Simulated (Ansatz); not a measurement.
# TiC (Fm-3m) under uniaxial strain along [110], part 2 of 2

Wanted: the shifts of the zone-centre modes of TiC (Fm-3m) with strain.

Ansatz 0.2.0; DFT PBEsol, scalar-relativistic, plane waves, PAW; PAW set soft_1.

So far. Step 3 (Tight relaxation): The forces vanish by symmetry and the pressure is -0.001 GPa, within the tolerances set. The cell now holds 9.89 Å³/atom.

The database entry behind the starting cell differs from later determinations by our own check (0.1 to 0.3 % short, probably kX units), so it need not match the best structure at ambient conditions.

## Step 4: Zone-centre response at rest

The force constants come from the linear response of the density to a displacement.

The modes at rest are the reference of the series.

File input.yaml:

```yaml
crystal:
  lattice:
    - [0.0, 2.1464433182, 2.1464433182]
    - [2.1464433182, 0.0, 2.1464433182]
    - [2.1464433182, 2.1464433182, 0.0]
  atoms:
    - { symbol: C, position: [0.5, 0.5, 0.5] }
    - { symbol: Ti, position: [0.0, 0.0, 0.0] }
kpoints:
  mp_grid: { grid: [16, 16, 16] }
hamiltonian:
  xc: pbesol
  pseudopotentials: { kind: paw, azcp: { folder: soft_1 }, xc_functional: pbe }
scf:
  occupations: { method: methfessel_paxton, width: 0.2 }
output:
  eigenvalues: true
phonons:
  method: dfpt
```

Launch:

```
$ ansatz run input.yaml --threads 4 --pin off --max-ram 10240MiB --backend cpu --events-out ev --progress --plain --runs-dir out
```

Numbers of over 12 decimals in the logs are rounded to 6 here.

The program printed:

```text
[...]
Crystal: 2 atoms, lattice volume = 19.778 Å³
Basis set: ecut = 420 eV, 387 PW (Γ), exchange–correlation on 48×48×48 points (8 copies of the dense FFT grid, shifted against one another)
Bands: 12, of which v1, the nominal top of the filled ones, is band 8 counted from 1 (7 counted from 0)
Symmetry: 48 space group operations
k-points: 349 of 4096 (irreducible under 8 space group operations, time reversal used)
[...]
SCF iter   1: F=—  HF=-2723.416385 eV  |F-HF|=—  |Δ(HF+E_count)|=         —  Δρ=1.39e-1  dr2=4.91e0  ethr=3.10e-3  ⟨swp⟩=4.2  Hψ=19795  notcnv=0
[...]
SCF iter   9: F=-2722.424797 eV  HF=-2722.424797 eV  |F-HF|=0.00e0  |Δ(HF+E_count)|=  6.28e-11  S|Δr|=    0.00e0  Δρ=2.53e-8  dr2=8.26e-14  ethr=1.00e-12  ⟨swp⟩=3.5  Hψ=17769  notcnv=0
the search or the solves at the SCF's close seem to have found levels that the self-consistency loop had missed (the run counts 1). By its estimate they hold under 1e-12 electrons; where the run keeps them, the occupations were computed again with them
SCF 1 converged in 9 iterations: F = -2722.424797 eV  dr2 = 8.26e-14
[...]
DFPT response loops at Γ: preconditioner auto → Kerker (q_TF=auto, 2.634 Å⁻¹) (partly filled bands, converged f_vac=0.000); β = 1.00, the filter's whole step (`scf.mixing.beta` (0.50) is not read by the response loops under this deck's `scf.mixing.preconditioner`; to damp them name `kerker` or `kerker_dos`, under which they read `scf.mixing.beta`, and type it under 1.00, their step now; both keys bind the ground state too); Broyden in place of MSR1
SCF converged after 9 iterations
[...]
Free energy (F): -2722.424797 eV
[...]
Internal energy: -2722.424388 eV  (E = F + TS)
E sigma→0 (E₀):  -2722.424695 eV
Entropy (-TS):   -0.000409 eV (-0.205 meV/atom)
Fermi energy:    14.968978 eV
[...]
--- Band table (eV; the first three rows and the last of 349) ---
  k-point 0: bands = [... 4 lower, 2.4842, 15.6541, 15.6541, 15.6541, 16.7178, 16.7178, 16.7178, 16.7733]
  k-point 1: bands = [... 4 lower, 2.5765, 15.2057, 15.4597, 15.4597, 16.0336, 16.0336, 16.9612, 17.7877]
  k-point 2: bands = [... 4 lower, 2.8473, 14.3133, 14.6840, 14.6840, 16.1019, 16.1019, 17.3026, 18.8885]
  k-point 348: bands = [... 4 lower, 5.4421, 11.7593, 11.7593, 12.2062, 17.8665, 17.8665, 18.6532, 20.3861]
--- Phonons (Γ-DFPT): 2 representative perturbations + reference, on 349 of 4096 k-points (Σ response iterations 6) ---
  k mesh reduced under 8 symmetry operations, with k and −k counted as one. Each operation leaves every solved perturbation unchanged. A smaller set is not used because it would not reduce the number of displacements times k-points to solve
  ASR residual: 2.602e-5 → 0.000e0 eV/Å²; symmetrization residual: 3.234e-7 eV/Å²
  ASR residual per site (eV/Å²): 2.60e-5 8.33e-7
  Γ frequencies (cm⁻¹): 0.00 0.00 0.00 542.50 542.50 542.50
  non-analytic LO–TO correction: not included (Born effective charges unavailable; polar crystals: no LO–TO splitting at Γ)
```

Wall time 8.2 s (4 threads of Intel Xeon at 2.70GHz, shared host); peak memory 0.59 GiB.

Numbers from this step:

```
sum-rule residual before enforcement                    : 2.60e-5 eV/Å²
point group                                             : m-3m
highest optical mode at the zone centre (no LO-TO term) : 542.5 cm⁻¹
lowest optical zone-centre mode                         : 542.5 cm⁻¹
```

Patterns of degenerate modes are one choice out of their space. The modes at Γ (shares of kinetic energy by element, %):

```csv
mode,frequency (cm⁻¹),symmetry,C %,Ti %
1,0.0,acoustic,20,80
2,0.0,acoustic,20,80
3,0.0,acoustic,20,80
4,542.5,T1u,80,20
5,542.5,T1u,80,20
6,542.5,T1u,80,20
```

Displacements in mode 6 (542.5 cm⁻¹), the largest set to 1:
```
C1   0.00  1.00  0.00
Ti2  0.00 -0.25  0.00
```

Before it was imposed, the acoustic sum rule was missed by 2.6e-5 eV/Å². Small misses are needed for a sound result but don't prove that mesh and cutoff are converged. The lowest optical mode is real, 542 cm⁻¹.

## Step 5: Relaxation of a member: uniaxial strain of +4 % along [110]

The cell takes a uniaxial strain of +4 % along [110]. The strained length and the angles are held, while the rest of the cell and the atoms relax.

input.yaml, the sections that differ from step 4:

```yaml
crystal:
  lattice:
    - [0.0515482846, 2.1807527664, 2.136743835]
    - [2.1807527664, 0.0515482846, 2.136743835]
    - [2.232301051, 2.232301051, 0.0]
  atoms:
    - { symbol: C, position: [0.5, 0.5, 0.5] }
    - { symbol: Ti, position: [0.0, 0.0, 0.0] }
  conventional_axes: [[0, 0, 1], [1, -1, 0], [1, 1, -1]]
output:
  forces: true
  stress: true
  eigenvalues: true
relax:
  adjacent_minimum: "off"
  f_tol: 0.001
  max_steps: 60
  cell: { stress_tol: 0.01, fix: [a, angles] }
# kpoints, hamiltonian, scf: as in step 4
# phonons: removed
```

The program printed:

```text
[...]
Crystal: 2 atoms, lattice volume = 20.312 Å³
Basis set: ecut = 420 eV, 391 PW (Γ), exchange–correlation on 48×48×48 points (8 copies of the dense FFT grid, shifted against one another)
Bands: 12, of which v1, the nominal top of the filled ones, is band 8 counted from 1 (7 counted from 0)
Symmetry: 8 space group operations
[...]
k-points: 621 of 4096
[...]
k-point 620: bands = [... 4 lower, 4.5176, 11.2864, 12.8767, 14.1322, 14.8078, 17.3745, 18.1469, 18.1683]
--- Relaxed structure (4 steps of the walk, 4 accepted, 1 SCFs on fresh bases) ---
[...]
cell:  # Å, volume = 20.2335 Å³
    - [0.054073, 2.178228, 2.133546]
    - [2.178228, 0.054073, 2.133546]
    - [2.232301, 2.232301, 0.0]
  atoms:
    - { symbol: C, position: [0.5, 0.5, 0.5] }
    - { symbol: Ti, position: [0, 0, 0] }
[key lines of the parts left out:]
SCF converged after 4 iterations
Free energy (F): -2722.383227 eV
Fermi energy:    14.613829 eV
P = ⅓ Tr σ = -5.5892 GPa (-55.892 kbar)
```

The job ended after 15 s (4 threads; peak memory 0.52 GiB; 51 s of CPU time).

Step by step:

```csv
step,energy less that of the first step (eV),largest force component (eV/Å),pressure (GPa),volume (Å³)
1,0.0000,0.0000,-6.54,20.31
2,-0.0004,0.0000,-5.56,20.23
3,-0.0004,0.0000,-5.60,20.23
4,-0.0004,0.0000,-5.58,20.23
5*,-0.0003,0.0000,-5.59,20.23
```

Relaxation steps marked * repeat the geometry before them on a plane-wave basis chosen anew for their cell, so energy and pressure can jump there.

Forces are held to the 8 operations that the run works with; a distortion that breaks them can't arise in this run.

```csv
"conventional cell, symmetrised",before,after,change
a (Å),3.011,3.004,-0.2 %
b (Å),3.157,3.157,+0.0 %
c (Å),4.273,4.267,-0.1 %
volume (Å³/atom),10.16,10.12,-0.4 %
```

The relaxed structure:

```cif
data_structure
_symmetry_space_group_name_H-M 'P 1'
_symmetry_Int_Tables_number 1
_cell_length_a 3.0495
_cell_length_b 3.0495
_cell_length_c 3.1570
_cell_angle_alpha 58.828
_cell_angle_beta 58.828
_cell_angle_gamma 59.015
_cell_volume 20.23
loop_
_atom_site_label
_atom_site_type_symbol
_atom_site_fract_x
_atom_site_fract_y
_atom_site_fract_z
_atom_site_occupancy
C1 C 0.50000 0.50000 0.50000 1
Ti2 Ti 0.00000 0.00000 0.00000 1
```

Numbers from this step:

| Quantity | Value |
| --- | --- |
| pressure | -5.589 GPa |
| volume per atom | 10.12 Å³ |

The forces vanish by symmetry.

## Step 6: Modes of this member: uniaxial strain of +4 % along [110]

The zone-centre modes follow for uniaxial strain of +4 % along [110].

input.yaml, the sections that differ from step 5:

```yaml
crystal:
  lattice:
    - [0.0540732365, 2.1782278145, 2.1335463251]
    - [2.1782278145, 0.0540732365, 2.1335463251]
    - [2.232301051, 2.232301051, 0.0]
  atoms:
    - { symbol: C, position: [0.5, 0.5, 0.5] }
    - { symbol: Ti, position: [0.0, 0.0, 0.0] }
output:
  eigenvalues: true
phonons:
  method: dfpt
# kpoints, hamiltonian, scf: as in step 5
# relax: removed
```

The program printed:

```text
zone centre: on kpoints.mp_grid the ground state, and the responses unless they are solved on pairs of k-points, stand on 1098 of the mesh's 4096 k-points, reduced under 4 symmetry operations, with k and −k counted as one. Each operation leaves every solved displacement unchanged or reverses it
[...]
Crystal: 2 atoms, lattice volume = 20.233 Å³
Basis set: ecut = 420 eV, 391 PW (Γ), exchange–correlation on 48×48×48 points (8 copies of the dense FFT grid, shifted against one another)
Bands: 12, of which v1, the nominal top of the filled ones, is band 8 counted from 1 (7 counted from 0)
Symmetry: 8 space group operations
k-points: 1098 of 4096 (irreducible under 4 space group operations)
[...]
SCF iter   1: F=—  HF=-2723.351683 eV  |F-HF|=—  |Δ(HF+E_count)|=         —  Δρ=1.36e-1  dr2=4.88e0  ethr=3.10e-3  ⟨swp⟩=4.2  Hψ=61941  notcnv=0
[...]
SCF iter   9: F=-2722.383227 eV  HF=-2722.383227 eV  |F-HF|=9.09e-13  |Δ(HF+E_count)|=  2.75e-10  S|Δr|=    0.00e0  Δρ=3.12e-8  dr2=1.03e-13  ethr=1.00e-12  ⟨swp⟩=4.0  Hψ=58722  notcnv=0
[...]
SCF 1 converged in 9 iterations: F = -2722.383227 eV  dr2 = 1.03e-13
[...]
SCF converged after 9 iterations
[...]
Free energy (F): -2722.383227 eV
[...]
Internal energy: -2722.383055 eV  (E = F + TS)
E sigma→0 (E₀):  -2722.383184 eV
Entropy (-TS):   -0.000171 eV (-0.086 meV/atom)
Fermi energy:    14.613829 eV
[...]
--- Band table (eV; the first three rows and the last of 1098) ---
  k-point 0: bands = [... 4 lower, 2.1932, 14.9762, 15.3193, 15.4491, 16.0777, 16.2769, 16.3362, 16.4240]
  k-point 1: bands = [... 4 lower, 2.2803, 14.6152, 14.9957, 15.2280, 15.6930, 15.7589, 16.4229, 17.3462]
  k-point 2: bands = [... 4 lower, 2.5364, 13.7633, 14.2632, 14.4813, 15.7009, 15.8566, 16.7966, 18.3668]
  k-point 1097: bands = [... 4 lower, 4.5176, 11.2864, 12.8767, 14.1322, 14.8078, 17.3745, 18.1469, 18.1683]
[...]
ASR residual: 1.641e-5 → 0.000e0 eV/Å²; symmetrization residual: 1.936e-7 eV/Å²
  ASR residual per site (eV/Å²): 1.64e-5 6.02e-6
  Γ frequencies (cm⁻¹): 0.00 0.00 0.00 478.18 518.57 554.67
[...]
```

Run time: 35 s. Hardware: 4 threads; peak memory 1.2 GiB; 1.9 min of CPU time.

This step gave:

```
sum-rule residual before enforcement                    : 1.64e-5 eV/Å²
point group                                             : mmm
highest optical mode at the zone centre (no LO-TO term) : 554.7 cm⁻¹
lowest optical zone-centre mode                         : 478.2 cm⁻¹
```

Patterns of degenerate modes are one choice out of their space. Modes at Γ, with each element's share of the kinetic energy:

```csv
mode,frequency (cm⁻¹),symmetry,C %,Ti %
1,0.0,acoustic,20,80
2,0.0,acoustic,20,80
3,0.0,acoustic,20,80
4,478.2,B3u,80,20
5,518.6,B2u,80,20
6,554.7,B1u,80,20
```

Displacements in mode 4 (478.2 cm⁻¹), the largest set to 1:
```
C1  -1.00  1.00  0.00
Ti2  0.25 -0.25  0.00
```

Displacements in mode 5 (518.6 cm⁻¹), the largest set to 1:
```
C1   1.00  1.00  0.00
Ti2 -0.25 -0.25  0.00
```

The lowest optical mode is real, 478 cm⁻¹, and the highest lies at 554.7 cm⁻¹.

For the highest optical mode at the zone centre (no LO-TO term), step 4 gave 542 cm⁻¹; this run, with strain 4 %, gives 555 cm⁻¹ (+2 %).

## Step 7: Relaxation of a member: uniaxial strain of -4 % along [110]

The cell takes a uniaxial strain of -4 % along [110]. The strained length and the angles are held, while the rest of the cell and the atoms relax.

input.yaml, the sections that differ from step 6:

```yaml
crystal:
  lattice:
    - [-0.053116103, 2.1137016885, 2.1564532822]
    - [2.1137016885, -0.053116103, 2.1564532822]
    - [2.0605855855, 2.0605855855, 0.0]
  atoms:
    - { symbol: C, position: [0.5, 0.5, 0.5] }
    - { symbol: Ti, position: [0.0, 0.0, 0.0] }
  conventional_axes: [[0, 0, 1], [1, -1, 0], [1, 1, -1]]
output:
  forces: true
  stress: true
  eigenvalues: true
relax:
  adjacent_minimum: "off"
  f_tol: 0.001
  max_steps: 60
  cell: { stress_tol: 0.01, fix: [a, angles] }
# kpoints, hamiltonian, scf: as in step 6
# phonons: removed
```

The program printed:

```text
[...]
Crystal: 2 atoms, lattice volume = 19.257 Å³
Basis set: ecut = 420 eV, 363 PW (Γ), exchange–correlation on 48×48×40 points (8 copies of the dense FFT grid, shifted against one another)
Bands: 12, of which v1, the nominal top of the filled ones, is band 8 counted from 1 (7 counted from 0)
Symmetry: 8 space group operations
[...]
k-points: 621 of 4096
[...]
k-point 620: bands = [... 4 lower, 5.0605, 11.7331, 13.5601, 15.1266, 15.8705, 18.3114, 19.1405, 19.1443]
--- Relaxed structure (5 steps of the walk, 5 accepted, 2 SCFs on fresh bases) ---
[...]
cell:  # Å, volume = 19.3512 Å³
    - [-0.056721, 2.117307, 2.159847]
    - [2.117307, -0.056721, 2.159847]
    - [2.0605855855, 2.0605855855, 0.0]
  atoms:
    - { symbol: C, position: [0.5, 0.5, 0.5] }
    - { symbol: Ti, position: [0, 0, 0] }
[key lines of the parts left out:]
SCF converged after 3 iterations
Free energy (F): -2722.378572 eV
Fermi energy:    15.375387 eV
P = ⅓ Tr σ = 6.3451 GPa (63.451 kbar)
```

Elapsed: 18 s, on 4 threads; peak memory 0.52 GiB.

Step by step:

```csv
step,energy less that of the first step (eV),largest force component (eV/Å),pressure (GPa),volume (Å³)
1,0.0000,0.0000,7.79,19.26
2,-0.0004,0.0000,6.47,19.34
3,-0.0004,0.0000,6.35,19.35
4,-0.0004,0.0000,6.35,19.35
5*,-0.0005,0.0000,6.35,19.35
6,-0.0005,0.0000,6.35,19.35
7*,-0.0005,0.0000,6.35,19.35
```

Relaxation steps marked * repeat the geometry before them on a plane-wave basis chosen anew for their cell, so energy and pressure can jump there.

Forces are held to the 8 operations that the run works with; a distortion that breaks them can't arise in this run.

```csv
"conventional cell, symmetrised",before,after,change
a (Å),2.914,2.914,-0.0 %
b (Å),3.064,3.075,+0.3 %
c (Å),4.313,4.320,+0.2 %
volume (Å³/atom),9.63,9.68,+0.5 %
```

The relaxed structure:

```xyz
2
Lattice="-0.0567 2.1173 2.1598 2.1173 -0.0567 2.1598 2.0606 2.0606 0.0000" Properties=species:S:1:pos:R:3 pbc="T T T"
C     2.0606    2.0606    2.1598
Ti    0.0000    0.0000    0.0000
```

Numbers from this step:

```yaml
pressure: 6.345 GPa
volume_per_atom: 9.676 Å³
```

The forces vanish by symmetry.

## Step 8: Modes of this member: uniaxial strain of -4 % along [110]

The zone-centre modes follow for uniaxial strain of -4 % along [110].

input.yaml, the sections that differ from step 7:

```yaml
crystal:
  lattice:
    - [-0.0567211891, 2.1173067746, 2.159846728]
    - [2.1173067746, -0.0567211891, 2.159846728]
    - [2.0605855855, 2.0605855855, 0.0]
  atoms:
    - { symbol: C, position: [0.5, 0.5, 0.5] }
    - { symbol: Ti, position: [0.0, 0.0, 0.0] }
output:
  eigenvalues: true
phonons:
  method: dfpt
# kpoints, hamiltonian, scf: as in step 7
# relax: removed
```

The program printed:

```text
[...]
Crystal: 2 atoms, lattice volume = 19.351 Å³
Basis set: ecut = 420 eV, 363 PW (Γ), exchange–correlation on 48×48×48 points (8 copies of the dense FFT grid, shifted against one another)
Bands: 12, of which v1, the nominal top of the filled ones, is band 8 counted from 1 (7 counted from 0)
Symmetry: 8 space group operations
k-points: 1098 of 4096 (irreducible under 4 space group operations)
[...]
k-point 1: bands = [... 4 lower, 2.8647, 15.6660, 15.6942, 15.9408, 16.2928, 16.4241, 17.5020, 18.2449]
  k-point 2: bands = [... 4 lower, 3.1519, 14.8678, 14.8800, 15.0943, 16.3203, 16.4935, 17.8038, 19.3533]
  k-point 1097: bands = [... 4 lower, 5.0605, 11.7331, 13.5601, 15.1266, 15.8705, 18.3114, 19.1405, 19.1443]
[...]
ASR residual: 5.354e-5 → 0.000e0 eV/Å²; symmetrization residual: 9.595e-7 eV/Å²
  ASR residual per site (eV/Å²): 2.80e-5 5.35e-5
  Γ frequencies (cm⁻¹): 0.00 0.00 0.00 529.43 547.75 612.56
[...]
[key lines of the parts left out:]
SCF converged after 9 iterations
Free energy (F): -2722.378572 eV
Fermi energy:    15.375388 eV
```

Run time: 31 s. Hardware: 4 threads; peak memory 1.1 GiB.

Numbers from this step:

```
sum-rule residual before enforcement                    : 5.35e-5 eV/Å²
highest optical mode at the zone centre (no LO-TO term) : 612.6 cm⁻¹
lowest optical zone-centre mode                         : 529.4 cm⁻¹
```

Patterns of degenerate modes are one choice out of their space. Modes at Γ, with each element's share of the kinetic energy:

```csv
mode,frequency (cm⁻¹),symmetry,C %,Ti %
1,0.0,acoustic,20,80
2,0.0,acoustic,20,80
3,0.0,acoustic,20,80
4,529.4,B1u,80,20
5,547.8,B3u,80,20
6,612.6,B2u,80,20
```

The lowest optical mode is real, 529 cm⁻¹, and the highest lies at 612.6 cm⁻¹.

For the highest optical mode at the zone centre (no LO-TO term), step 4 gave 542 cm⁻¹; this run, with strain -4 %, gives 613 cm⁻¹ (+13 %).

## Step 9: All members side by side

The members are set side by side, also those not shown above.

Stress is positive in compression; energies are extrapolated to zero smearing, and E0 is that at rest; the edges not held and the atoms are relaxed in each cell; all runs use 16×16×16 k points and Methfessel-Paxton smearing of 0.2 eV. State of the crystal along the series:

```csv
strain (%),stress along the axis (GPa),free strain along [-110] (%),free strain along [001] (%),E - E0 (meV/atom)
-4,19.04,1.285,0.6244,23.06
-3,13.97,0.9492,0.4663,12.73
-2,9.11,0.6213,0.3115,5.543
-1,4.449,0.3043,0.1578,1.357
0,-0.001472,0,0,0
1,-4.307,-0.2874,-0.1575,1.315
2,-8.571,-0.5556,-0.3075,5.228
3,-12.77,-0.8031,-0.4519,11.75
4,-16.75,-1.038,-0.6008,20.76
```

Optical modes are counted from below at rest and tracked from member to member by their patterns, and modes that stay within 0.3 cm⁻¹ of each other stand once; labels, where given, are those at rest; the edges not held and the atoms are relaxed in each cell; all runs use 16×16×16 k points and Methfessel-Paxton smearing of 0.2 eV. Optical modes along the series:

```csv
strain (%),"optical mode 1 T1u, moving along [-110] (cm⁻¹)","optical mode 2 T1u, moving along [110] (cm⁻¹)","optical mode 3 T1u, moving along [001] (cm⁻¹)"
-4,612.6,547.8,529.4
-3,596.8,546.1,534.1
-2,579.2,545,537.4
-1,561,543.6,540.1
0,542.5,542.5,542.5
1,524.8,541.3,545.5
2,508.7,537.6,549.2
3,493.6,529.6,552.5
4,478.2,518.6,554.7
```

Value and slope at zero strain of a cubic (a lower polynomial where under five rows exist) through the rows within 2 % of rest. Slopes at rest:

```csv
mode,frequency (cm⁻¹),shift per percent of strain (cm⁻¹),shift per GPa of compressive stress (cm⁻¹)
"optical mode 1 T1u, moving along [-110]",542.5,-18.27,4.19
"optical mode 2 T1u, moving along [110]",542.7,-0.92,0.21
"optical mode 3 T1u, moving along [001]",542.5,2.63,-0.6
```

## Step 10: What came out

| Item | Value |
| --- | --- |
| members | 9 |
| highest optical mode at the zone centre (no LO-TO term), at rest | 542.5 cm⁻¹ |
| Young’s modulus along [110] | 436 GPa |
| optical mode 1 T1u, moving along [-110], shift per percent | -18.27 cm⁻¹ |
| optical mode 2 T1u, moving along [110], shift per percent | -0.92 cm⁻¹ |
| optical mode 3 T1u, moving along [001], shift per percent | 2.63 cm⁻¹ |

The stress changes by 4.36 GPa for each percent, a Young’s modulus of 436 GPa along [110]. For each percent the free edges respond with -0.30 % along [-110] and -0.16 % along [001]. The strain lowers the symmetry: the level at 542.5 cm⁻¹ splits, into 612.6, 547.8 and 529.4 cm⁻¹ at -4 %. Within 2 % of rest optical mode 2 T1u, moving along [110] and optical mode 3 T1u, moving along [001] bend away from a straight line, so a single slope holds only near rest. The fastest shift in the table of slopes is -18.3 cm⁻¹ for each percent (optical mode 1 T1u, moving along [-110]), or 4.2 cm⁻¹ for each GPa of compressive stress. For small strain, the measured shift of a line that Raman or infrared light can see, divided by its slope, estimates the stress, if the state of stress is of this kind. These are harmonic frequencies at zero temperature: anharmonic shifts, linewidths and thermal expansion are left out. With no gap, or one that is small against the smearing, the frequencies hang on the k mesh and the smearing, most of all near Kohn anomalies. The PAW files were made for PBE; the program adapts parts of them to the functional of the run, but their partial waves stay those of PBE, an approximation that was not tested in this session. Only the zone centre was solved, so an instability at another wavevector cannot show here.

[Logs are printed without paths, hosts, clocks, repeated set-up lines and the standing remarks that a program may print on its own settings, such as how far it seeks lower states.]

[Hosts, paths, dates, database ids (printed as entryN), source tags and the programs' standing remarks are cut or masked in the printed files.]
